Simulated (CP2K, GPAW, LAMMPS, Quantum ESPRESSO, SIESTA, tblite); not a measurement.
**A faulty Quantum ESPRESSO run on amorphous carbon (123 atoms)**

Program: Quantum ESPRESSO 7.5, a calculation on a cell of 123 C, 11.2 Å³ an atom.

pw.in

```
&control
  calculation = 'scf'
  pseudo_dir = './pseudo'
  outdir = './tmp'
  disk_io = 'none'
  tprnfor = .true.
  tstress = .true.
/
&system
  ibrav = 0
  nat = 123
  ntyp = 1
  ecutwf = 45
  ecutrho = 360
  nosym = .true.
  occupations = 'smearing'
  smearing = 'fd'
  degauss = 0.003675
/
&electrons
  conv_thr = 6.2e-07
  electron_maxstep = 50
  mixing_beta = 0.2
  mixing_mode = 'local-TF'
  diagonalization = 'david'
/
ATOMIC_SPECIES
C 12.011 C.upf
CELL_PARAMETERS angstrom
11.14320 0.00000 0.00000
0.00000 11.14320 0.00000
0.00000 0.00000 11.14320
ATOMIC_POSITIONS crystal
C 0.56593 0.69863 0.62788
C 0.07193 0.48872 0.81802
C 0.47127 0.64368 0.32854
C 0.93143 0.71032 0.07254
C 0.77278 0.44664 0.54828
C 0.40673 0.72632 0.97538
C 0.16235 0.55088 0.88982
C 0.46478 0.41843 0.28446
C 0.31981 0.34593 0.81152
C 0.71660 0.09275 0.54034
[... 109 atom lines left out ...]
C 0.89768 0.86272 0.75007
C 0.44157 0.54572 0.24828
C 0.65756 0.03401 0.05291
C 0.30318 0.87666 0.82255
K_POINTS gamma
```

Launch:

```
OMP_NUM_THREADS=1 mpirun -np 4 pw.x -in pw.in > output.txt
```

Output:

```text
Program PWSCF
 %%%%%%%%%%%%%%%%%%%%%%%%%%%%%%%%%%%%%%%%%%%%%%%%%%%%%%%%%%%%%%%%%%%%%%%%%%%%%%
     Error in routine  read_namelists (1):
      bad line in namelist &system: "  ecutwf = 45" (error could be in the previous line)
 %%%%%%%%%%%%%%%%%%%%%%%%%%%%%%%%%%%%%%%%%%%%%%%%%%%%%%%%%%%%%%%%%%%%%%%%%%%%%%
```

Elapsed: 0.49 s, on 4 MPI ranks of Arm Neoverse V1, shared host; peak memory 0.35 GiB.

Banners, paths, timers and routine set-up lines are dropped from the logs unmarked, and long logs keep their key lines alone; longer cuts are marked.

Q: Find the fault and mend it.

A misspelt keyword: ecutwfc written as ecutwf. Mend: write ecutwfc in place of ecutwf.

The program stopped at the start.

[Also dropped from logs without a mark: logging warnings of Python, and SIESTA's first energy breakdown and zero terms.]

[Logs are printed without paths, hosts, clocks, repeated set-up lines and the standing remarks that a program may print on its own settings, such as how far it seeks lower states.]

[Hosts, paths, dates, database ids (printed as entryN), source tags and the programs' standing remarks are cut or masked in the printed files.]
